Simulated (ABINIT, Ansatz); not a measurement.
# SnSe2 (Fm-3m): zone-centre phonons

Aim: the zone-centre modes of SnSe2 (Fm-3m).

Calculated with ABINIT 10.8.3; DFT LDA, scalar-relativistic, plane waves, PseudoDojo norm-conserving pseudopotentials.

The structure was built from a prototype and need not be the compound's stable phase.

## Step 1: Set-up

It takes space group Fm-3m (No. 225, cubic). The conventional cell has a = 6.703 Å, b = 6.703 Å, c = 6.703 Å, α = 90.00°, β = 90.00°, γ = 90.00°. Sn has 8 Se at 2.90 Å nearest. Se has 4 Sn at 2.90 Å nearest. Farther neighbours and most contacts between anions are not listed.

## Step 2: Relaxing the cell and atoms

The harmonic expansion needs vanishing forces, and a free crystal bears no stress, so cell and atoms are brought to rest. Stress is more sensitive to the basis than forces are: the last 3 Ha under the cutoff are smoothed with ecutsm, and the cutoff is raised above that of the later runs.

The starting cell comes from a relaxation made beforehand in Ansatz (LDA, PseudoDojo NC).

relax.abi

```
# relaxation
ionmov 2
optcell 2
dilatmx 1.08
ntime 40
tolmxf 1.0d-05
tolvrs 1.0d-14
prtwf 0
prtden 0
chksymtnons 0

# basis, mesh and filling
ecut 48.0
ecutsm 3.0
ngkpt 10 10 10
nshiftk 1
shiftk 0.0 0.0 0.0
istwfk *1
occopt 3
tsmear 0.01
nband 32
nstep 100
diemac 1000000.0
prtebands 0
prtgsr 0
useylm 1

# cell and atoms
acell 3*1.0 Angstrom
rprim 
    0.0 3.351603488 3.351603488
    3.351603488 0.0 3.351603488
    3.351603488 3.351603488 0.0
ntypat 2
znucl 50 34
natom 3
typat 1 2 2
xred 
    0.0 0.0 0.0
    0.25 0.25 0.25
    0.75 0.75 0.75
pp_dirpath "./pseudo"
pseudos "Sn.upf, Se.upf"
```

Run with:

```sh
> OMP_NUM_THREADS=1 mpirun -n 4 abinit relax.abi > relax.log
```

Numbers of over 12 decimals in the logs are rounded to 6 here.

relax.abo, the main output file:

```text
[banners, grids, parts of the stress and lines that vanish by symmetry left out]
- input  file    -> relax.abi
- output file    -> relax.abo
- root for input  files -> relaxi
[...]
Symmetries : space group Fm -3 m (#225); Bravais cF (face-center cubic)
[...]
mpw =       10200          nfft =      262144          nkpt =          47
[...]
== DATASET  1 ==================================================================
[...]
cutoff_energies: {ecut:  48.0, pawecutdg:  -1.0, }
[...]
ETOT  1  -320.10879085166    -3.201E+02 8.688E-01 1.065E+02
 ETOT  2  -320.94103338084    -8.322E-01 3.629E-02 3.029E+01
 ETOT  3  -320.94447047996    -3.437E-03 1.036E-02 1.419E+00
 ETOT  4  -320.94462724186    -1.568E-04 3.225E-03 2.517E-02
 ETOT  5  -320.94462796234    -7.205E-07 2.262E-03 3.276E-03
[...]
At SCF step   12       vres2   =  3.46E-15 < tolvrs=  1.00E-14 =>converged.
[...]
sigma(1 1)= -3.29244211E-05  sigma(3 2)=  0.00000000E+00
  sigma(2 2)= -3.29244211E-05  sigma(3 1)=  0.00000000E+00
  sigma(3 3)= -3.29244211E-05  sigma(2 1)=  0.00000000E+00
[...]
convergence: {deltae:  1.512E-11, res2:  3.459E-15, residm:  1.224E-04, diffor: null, }
etotal    :  -3.20944628E+02
[...]
ETOT  1  -320.94414411258    -3.209E+02 6.864E-05 9.439E+00
[...]
At SCF step   11       vres2   =  4.35E-16 < tolvrs=  1.00E-14 =>converged.
[...]
sigma(1 1)= -2.69349845E-05  sigma(3 2)=  0.00000000E+00
  sigma(2 2)= -2.69349845E-05  sigma(3 1)=  0.00000000E+00
  sigma(3 3)= -2.69349845E-05  sigma(2 1)=  0.00000000E+00
[...]
convergence: {deltae: -2.137E-11, res2:  4.351E-16, residm:  1.478E-05, diffor: null, }
etotal    :  -3.20944673E+02
[...]
ETOT  1  -320.93339659258    -3.209E+02 1.738E-04 2.006E+02
[...]
At SCF step   12       vres2   =  9.79E-17 < tolvrs=  1.00E-14 =>converged.
[...]
sigma(1 1)= -6.75454843E-07  sigma(3 2)=  0.00000000E+00
  sigma(2 2)= -6.75454843E-07  sigma(3 1)=  0.00000000E+00
  sigma(3 3)= -6.75454843E-07  sigma(2 1)=  0.00000000E+00
[...]
convergence: {deltae: -7.731E-12, res2:  9.788E-17, residm:  1.119E-05, diffor: null, }
etotal    :  -3.20944768E+02
[...]
ETOT  1  -320.94476023743    -3.209E+02 1.017E-05 1.328E-01
[...]
ETOT  9  -320.94476775812    -5.116E-13 3.815E-06 2.143E-14
 ETOT 10  -320.94476775811     1.694E-11 4.303E-06 1.182E-15
 At SCF step   10       vres2   =  1.18E-15 < tolvrs=  1.00E-14 =>converged.
[...]
sigma(1 1)= -1.46065409E-08  sigma(3 2)=  0.00000000E+00
  sigma(2 2)= -1.46065409E-08  sigma(3 1)=  0.00000000E+00
  sigma(3 3)= -1.46065409E-08  sigma(2 1)=  0.00000000E+00
[...]
convergence: {deltae:  1.694E-11, res2:  1.182E-15, residm:  4.303E-06, diffor: null, }
etotal    :  -3.20944768E+02
[...]
At Broyd/MD step   4, gradients are converged :
[...]
sigma(1 1)= -1.46065409E-08  sigma(3 2)=  0.00000000E+00
  sigma(2 2)= -1.46065409E-08  sigma(3 1)=  0.00000000E+00
  sigma(3 3)= -1.46065409E-08  sigma(2 1)=  0.00000000E+00
[...]
- sigma(1 1)= -4.29739269E-04  sigma(3 2)=  0.00000000E+00
- sigma(2 2)= -4.29739270E-04  sigma(3 1)=  0.00000000E+00
- sigma(3 3)= -4.29739269E-04  sigma(2 1)=  0.00000000E+00
[...]
fcart     -1.1009362092E-31 -1.1009362092E-31  1.1009362092E-31
           strten     -1.4606540880E-08 -1.4606540887E-08 -1.4606540883E-08
================================================================================

[key lines of the parts left out:]
pressure_GPa:   4.2974E-04
Total energy (etotal) [Ha]= -3.20944767758107E+02
```

It took 9.7 min on 4 MPI ranks of Intel Xeon Platinum 8488C (Sapphire Rapids), shared host; 39 min of CPU time.

Step by step:

```csv
step,energy less that of the first step (eV),largest force (eV/Å),volume (Å³)
1,0.0000,0.0000,75.30
2,-0.0012,0.0000,75.52
3,-0.0038,0.0000,76.55
4,-0.0038,0.0000,76.58
```

```csv
"conventional cell, symmetrised",before,after,change
a (Å),6.703,6.741,+0.6 %
b (Å),6.703,6.741,+0.6 %
c (Å),6.703,6.741,+0.6 %
volume (Å³/atom),25.10,25.53,+1.7 %
```

The relaxed structure:

```
Sn Se
1.0
     0.00000    3.37044    3.37044
     3.37044    0.00000    3.37044
     3.37044    3.37044    0.00000
Sn Se
1 2
Direct
  0.00000 0.00000 0.00000
  0.25000 0.25000 0.25000
  0.75000 0.75000 0.75000
```

This step gave:

```yaml
volume_per_atom: 25.53 Å³
pressure: 4.30e-4 GPa
gap_on_the_k_mesh: 0 eV
```

The volume changes by +1.7 % from the cell with which this run began.

## Step 3: Self-consistent run for the response

The response is built on these wavefunctions, so the potential is converged far more tightly than an energy would need. Occupations are smeared.

gs.abi

```
# ground state
tolvrs 1.0d-16
prtden 1
prtwf 1

# basis, mesh and filling
ecut 39.0
ngkpt 10 10 10
nshiftk 1
shiftk 0.0 0.0 0.0
istwfk *1
occopt 3
tsmear 0.01
nband 32
nstep 100
diemac 1000000.0
prtebands 0
prtgsr 0
useylm 1

# cell and atoms
acell 3*1.0 Angstrom
rprim 
    0.0 3.370442236 3.370442236
    3.370442236 0.0 3.370442236
    3.370442236 3.370442236 0.0
ntypat 2
znucl 50 34
natom 3
typat 1 2 2
xred 
    0.0 0.0 0.0
    0.25 0.25 0.25
    0.75 0.75 0.75
pp_dirpath "./pseudo"
pseudos "Sn.upf, Se.upf"
```

Run with:

```sh
> OMP_NUM_THREADS=1 mpirun -n 4 abinit gs.abi > gs.log
```

gs.abo, the main output file:

```text
[banners, grids, parts of the stress and lines that vanish by symmetry left out]
- input  file    -> gs.abi
- output file    -> gs.abo
- root for input  files -> gsi
[...]
Symmetries : space group Fm -3 m (#225); Bravais cF (face-center cubic)
[...]
mpw =        6046          nfft =      157464          nkpt =          47
[...]
== DATASET  1 ==================================================================
[...]
cutoff_energies: {ecut:  39.0, pawecutdg:  -1.0, }
[...]
ETOT  1  -320.08581989679    -3.201E+02 8.091E-01 8.036E+01
 ETOT  2  -320.94138527610    -8.556E-01 2.757E-02 1.686E+01
 ETOT  3  -320.94438153982    -2.996E-03 1.156E-02 4.975E-01
 ETOT  4  -320.94446386158    -8.232E-05 4.339E-03 2.294E-02
 ETOT  5  -320.94446461497    -7.534E-07 4.984E-03 3.453E-03
[...]
ETOT 12  -320.94446499469    -3.979E-13 7.027E-04 4.948E-16
 ETOT 13  -320.94446499468     7.844E-12 2.127E-04 1.405E-17
 At SCF step   13       vres2   =  1.41E-17 < tolvrs=  1.00E-16 =>converged.
[...]
sigma(1 1)=  1.30291227E-05  sigma(3 2)=  0.00000000E+00
  sigma(2 2)=  1.30291227E-05  sigma(3 1)=  0.00000000E+00
  sigma(3 3)=  1.30291227E-05  sigma(2 1)=  0.00000000E+00
[...]
convergence: {deltae:  7.844E-12, res2:  1.405E-17, residm:  2.127E-04, diffor: null, }
etotal    :  -3.20944465E+02
[...]
sigma(1 1)=  1.30291227E-05  sigma(3 2)=  0.00000000E+00
  sigma(2 2)=  1.30291227E-05  sigma(3 1)=  0.00000000E+00
  sigma(3 3)=  1.30291227E-05  sigma(2 1)=  0.00000000E+00
[...]
- sigma(1 1)=  3.83330024E-01  sigma(3 2)=  0.00000000E+00
- sigma(2 2)=  3.83330024E-01  sigma(3 1)=  0.00000000E+00
- sigma(3 3)=  3.83330024E-01  sigma(2 1)=  0.00000000E+00
[...]
fcart     -1.9816851753E-30  6.6056172510E-31  1.3211234502E-30
           strten      1.3029122685E-05  1.3029122685E-05  1.3029122685E-05
================================================================================

[key lines of the parts left out:]
pressure_GPa:  -3.8333E-01
```

The job ended after 2 min (4 MPI ranks; 8.1 min of CPU time).

Read from the output:

- pressure: -0.3833 GPa

The cell stands at -0.38 GPa: the relaxation ran with a smoothed and higher cutoff, and the difference is a stress of the finite basis.

## Step 4: Linear response at Γ

At q = 0 one unit cell holds all displacements. The response is solved for single atoms along the cell's directions, and symmetry skips those that follow from others. The crystal is treated as a metal, which screens a static field, so no field response is asked.

dfpt_gamma.abi

```

# common to the responses
getwfk_filepath "gso_WFK"
kptopt 2
nqpt 1
qpt 0.0 0.0 0.0
asr 0
chneut 0

# displacements
rfphon 1
rfatpol 1 3
rfdir 1 1 1
tolvrs 1.0d-10
prtwf 0

# basis, mesh and filling
ecut 39.0
ngkpt 10 10 10
nshiftk 1
shiftk 0.0 0.0 0.0
istwfk *1
occopt 3
tsmear 0.01
nband 32
nstep 100
diemac 1000000.0
prtebands 0
prtgsr 0
useylm 1

# cell and atoms
acell 3*1.0 Angstrom
rprim 
    0.0 3.370442236 3.370442236
    3.370442236 0.0 3.370442236
    3.370442236 3.370442236 0.0
ntypat 2
znucl 50 34
natom 3
typat 1 2 2
xred 
    0.0 0.0 0.0
    0.25 0.25 0.25
    0.75 0.75 0.75
pp_dirpath "./pseudo"
pseudos "Sn.upf, Se.upf"
```

Run with:

```sh
> OMP_NUM_THREADS=1 mpirun -n 4 abinit dfpt_gamma.abi > dfpt_gamma.log
```

dfpt_gamma.abo, the main output file:

```text
[banners, grids, parts of the stress and lines that vanish by symmetry left out]
- input  file    -> dfpt_gamma.abi
- output file    -> dfpt_gamma.abo
- root for input  files -> dfpt_gammai
- root for output files -> dfpt_gammao

 Symmetries : space group Fm -3 m (#225); Bravais cF (face-center cubic)
================================================================================
 Values of the parameters that define the memory need of the present run (RF).
     intxc =       0      iscf =       7    lmnmax =      18     lnmax =       6
     mgfft =      54  mpssoang =       3    mqgrid =    3001     natom =       3
  nloc_mem =       1    nspden =       1   nspinor =       1    nsppol =       1
      nsym =      48    n1xccc =    2501    ntypat =       2    occopt =       3
   xclevel =       1
-    mband =          32        mffmem =           1         mkmem =         126
-   mkqmem =         126        mk1mem =         126           mpw =        6046
      nfft =      157464          nkpt =         504
- my_mband =          32
================================================================================
================================================================================

--------------------------------------------------------------------------------
------------- Echo of variables that govern the present computation ------------
--------------------------------------------------------------------------------
-
- outvars: echo of selected default values
-   iomode0 =  0 , fftalg0 =312 , wfoptalg0 =  0
-
- outvars: echo of global parameters not present in the input file
-  max_nthreads =    1
-
 -outvars: echo values of preprocessed input variables
 [... echo left out ...]
================================================================================

 chkinp: Checking input parameters for consistency.

[...]
== DATASET  1 ==================================================================
-   mpi_nproc: 4, omp_nthreads: 1 (-1 if OMP is not activated)

--- !DatasetInfo
iteration_state: {dtset: 1, }
dimensions: {natom: 3, nkpt: 504, mband: 32, nsppol: 1, nspinor: 1, nspden: 1, mpw: 6046, }
cutoff_energies: {ecut:  39.0, pawecutdg:  -1.0, }
electrons: {nelect:   4.60000000E+01, charge:   0.00000000E+00, occopt:   3.00000000E+00, tsmear:   1.00000000E-02, }
meta: {optdriver: 1, rfphon: 1, }
...

 mkfilename: getwfk from: gso_WFK

 Real(R)+Recip(G) space primitive vectors, cartesian coordinates (Bohr,Bohr^-1):
 R(1)=  0.0000000  6.3692127  6.3692127  G(1)= -0.0785026  0.0785026  0.0785026
 R(2)=  6.3692127  0.0000000  6.3692127  G(2)=  0.0785026 -0.0785026  0.0785026
 R(3)=  6.3692127  6.3692127  0.0000000  G(3)=  0.0785026  0.0785026 -0.0785026
 Unit cell volume ucvol=  5.1675806E+02 bohr^3
 Angles (23,13,12)=  6.00000000E+01  6.00000000E+01  6.00000000E+01 degrees
 setup1 : take into account q-point for computing boxcut.

 getcut: wavevector=  0.0000  0.0000  0.0000  ngfft=  54  54  54
         ecut(hartree)=     39.000   => boxcut(ratio)=   2.13326

--- Pseudopotential description ------------------------------------------------
- pspini: atom type   1  psp file is ./pseudo/Sn.upf

- pspini: atom type   2  psp file is ./pseudo/Se.upf

   4.10480650E+03                                ecore*ucvol(ha*bohr**3)
--------------------------------------------------------------------------------

 ==>  initialize data related to q vector <==

 The list of irreducible perturbations for this q vector is:
    1)    idir= 1    ipert=   1
    2)    idir= 1    ipert=   2

[...]
The perturbation idir=   2  ipert=   1 is
 symmetric of a previously calculated perturbation.
 So, its SCF calculation is not needed.

 The perturbation idir=   3  ipert=   1 is
 symmetric of a previously calculated perturbation.
 So, its SCF calculation is not needed.

 The perturbation idir=   2  ipert=   2 is
 symmetric of a previously calculated perturbation.
 So, its SCF calculation is not needed.

 The perturbation idir=   3  ipert=   2 is
 symmetric of a previously calculated perturbation.
 So, its SCF calculation is not needed.

 The perturbation idir=   1  ipert=   3 is
 symmetric of a previously calculated perturbation.
 So, its SCF calculation is not needed.

 The perturbation idir=   2  ipert=   3 is
 symmetric of a previously calculated perturbation.
 So, its SCF calculation is not needed.

 The perturbation idir=   3  ipert=   3 is
 symmetric of a previously calculated perturbation.
 So, its SCF calculation is not needed.

--------------------------------------------------------------------------------
 Perturbation wavevector (in red.coord.)   0.000000  0.000000  0.000000
 Perturbation : displacement of atom   1   along direction   1
 Found     4 symmetries that leave the perturbation invariant.

[...]
dfpt_looppert : total number of electrons, from k and k+q
  fully or partially occupied states are    4.600000E+01 and    4.600000E+01.
 Initialisation of the first-order wave-functions :
  ireadwf=   0

--- !BeginCycle
iteration_state: {dtset: 1, }
solver: {iscf: 7, nstep: 100, nline: 4, wfoptalg: 0, }
tolerances: {tolvrs: 1.00E-10, }
...

     iter   2DEtotal(Ha)        deltaE(Ha) residm    vres2
-ETOT  1   8.262502     -2.707E+04 2.963E+01 1.606E+03
 ETOT  2   1.880887     -6.382E+00 3.140E-01 6.183E+02
 ETOT  3   1.728598     -1.523E-01 5.048E-03 7.495E+00
 ETOT  4   1.727559     -1.039E-03 5.765E-04 1.630E+00
 ETOT  5   1.727196     -3.637E-04 8.666E-05 4.657E-02
[...]
At SCF step   11       vres2   =  1.10E-11 < tolvrs=  1.00E-10 =>converged.
[...]
Mean square residual over all n,k,spin=   38.809E-13; max=  72.853E-10

 Thirteen components of 2nd-order total energy (hartree) are
 1,2,3: 0th-order hamiltonian combined with 1st-order wavefunctions
     kin0=   3.47294711E+04 eigvalue=   3.03632550E+03  local=  -1.67896570E+04
 4,5,6: 1st-order hamiltonian combined with 1st and 0th-order wfs
 loc psp =  -7.14163515E+03  Hartree=   2.32760093E+03     xc=  -3.92069328E+02
 note that "loc psp" includes a xc core correction that could be resolved
 7,8,9: eventually, occupation + non-local contributions
    edocc=   3.52618722E+01     enl0=   4.12703308E+03   enl1=  -4.70062972E+04
 1-9 gives the relaxation energy (to be shifted if some occ is /=2.0)
   erelax=  -2.70739662E+04
 10,11,12 Non-relaxation  contributions : frozen-wavefunctions and Ewald
 fr.local=   3.13580567E+03 fr.nonlo=   2.34941807E+04  Ewald=   2.94632647E+02
 13,14 Frozen wf xc core corrections (1) and (2)
 frxc 1  =  -9.65560396E+02  frxc 2 =   1.11663477E+03
 Resulting in :
 2DEtotal=    0.1727188927E+01 Ha. Also 2DEtotal=    0.469992050039E+02 eV
    (2DErelax=   -2.7073966172E+04 Ha. 2DEnonrelax=    2.7075693361E+04 Ha)
    (  non-var. 2DEtotal :    1.7271898794E+00 Ha)

[...]
Perturbation wavevector (in red.coord.)   0.000000  0.000000  0.000000
 Perturbation : displacement of atom   2   along direction   1
 Found     2 symmetries that leave the perturbation invariant.

--------------------------------------------------------------------------------

--------------------------------------------------------------------------------

 dfpt_looppert : total number of electrons, from k and k+q
  fully or partially occupied states are    4.600000E+01 and    4.600000E+01.
 Initialisation of the first-order wave-functions :
  ireadwf=   0

--- !BeginCycle
iteration_state: {dtset: 1, }
solver: {iscf: 7, nstep: 100, nline: 4, wfoptalg: 0, }
tolerances: {tolvrs: 1.00E-10, }
...

     iter   2DEtotal(Ha)        deltaE(Ha) residm    vres2
-ETOT  1   13.152920610321     -7.772E+04 6.161E+01 6.970E+02
[...]
ETOT 12   1.781555     -6.403E-10 1.611E-09 3.483E-10
 ETOT 13   1.781555      7.858E-10 6.077E-10 3.284E-11

 At SCF step   13       vres2   =  3.28E-11 < tolvrs=  1.00E-10 =>converged.
[...]
Mean square residual over all n,k,spin=   33.597E-14; max=  60.772E-11

 Thirteen components of 2nd-order total energy (hartree) are
 1,2,3: 0th-order hamiltonian combined with 1st-order wavefunctions
     kin0=   8.20310719E+04 eigvalue=   1.29234973E+04  local=  -3.34857899E+04
 4,5,6: 1st-order hamiltonian combined with 1st and 0th-order wfs
 loc psp =  -1.56167668E+04  Hartree=   5.61198527E+03     xc=  -1.01491255E+03
 note that "loc psp" includes a xc core correction that could be resolved
 7,8,9: eventually, occupation + non-local contributions
    edocc=   5.49094904E+01     enl0=   1.16152596E+04   enl1=  -1.39855276E+05
 1-9 gives the relaxation energy (to be shifted if some occ is /=2.0)
   erelax=  -7.77360212E+04
 10,11,12 Non-relaxation  contributions : frozen-wavefunctions and Ewald
 fr.local=   7.44816775E+03 fr.nonlo=   6.99219833E+04  Ewald=   3.15677836E+02
 13,14 Frozen wf xc core corrections (1) and (2)
 frxc 1  =  -1.33452311E+03  frxc 2 =   1.38649699E+03
 Resulting in :
 2DEtotal=    0.1781555224E+01 Ha. Also 2DEtotal=    0.484785873112E+02 eV
    (2DErelax=   -7.7736021187E+04 Ha. 2DEnonrelax=    7.7737802743E+04 Ha)
    (  non-var. 2DEtotal :    1.7815631010E+00 Ha)

[...]
---- first-order wavefunction calculations are completed ----

 ==> Compute Derivative Database <==

 [... matrices left out ...]
  Phonon wavevector (reduced coordinates) :  0.00000  0.00000  0.00000
 Phonon energies in Hartree :
   1.198294E-05  1.198294E-05  1.198294E-05  4.155250E-04  4.155250E-04
   4.155250E-04  4.802602E-04  4.802602E-04  4.802602E-04
 Phonon frequencies in cm-1    :
-  2.629951E+00  2.629951E+00  2.629951E+00  9.119719E+01  9.119719E+01
-  9.119719E+01  1.054049E+02  1.054049E+02  1.054049E+02

== END DATASET(S) ==============================================================
================================================================================

 -outvars: echo values of variables after computation
            acell      1.8897261259E+00  1.8897261259E+00  1.8897261259E+00 Bohr
           etotal      1.7815552237E+00
            fcart      0.0000000000E+00  0.0000000000E+00  0.0000000000E+00
           strten      0.0000000000E+00  0.0000000000E+00  0.0000000000E+00
================================================================================
```

Elapsed: 20 min, on 4 MPI ranks; 80 min of CPU time.

Numbers from this step:

```yaml
largest_acoustic_frequency_at_the_zone_centre_before_the_sum_rule: 2.63 cm⁻¹
highest_optical_zone_centre_mode_no_lo_to_term: 105.4 cm⁻¹
lowest_optical_zone_centre_mode: 91.2 cm⁻¹
```

The acoustic modes at Γ come out as far as 2.6 cm⁻¹ from zero, where they should vanish, a small numerical error.

(Continued in part 2 of 2.)

[Host names and launcher messages were left out of these logs when they were recorded.]

[Logs are printed without paths, hosts, clocks, repeated set-up lines and the standing remarks that a program may print on its own settings, such as how far it seeks lower states.]

[Hosts, paths, dates, database ids (printed as entryN), source tags and the programs' standing remarks are cut or masked in the printed files.]
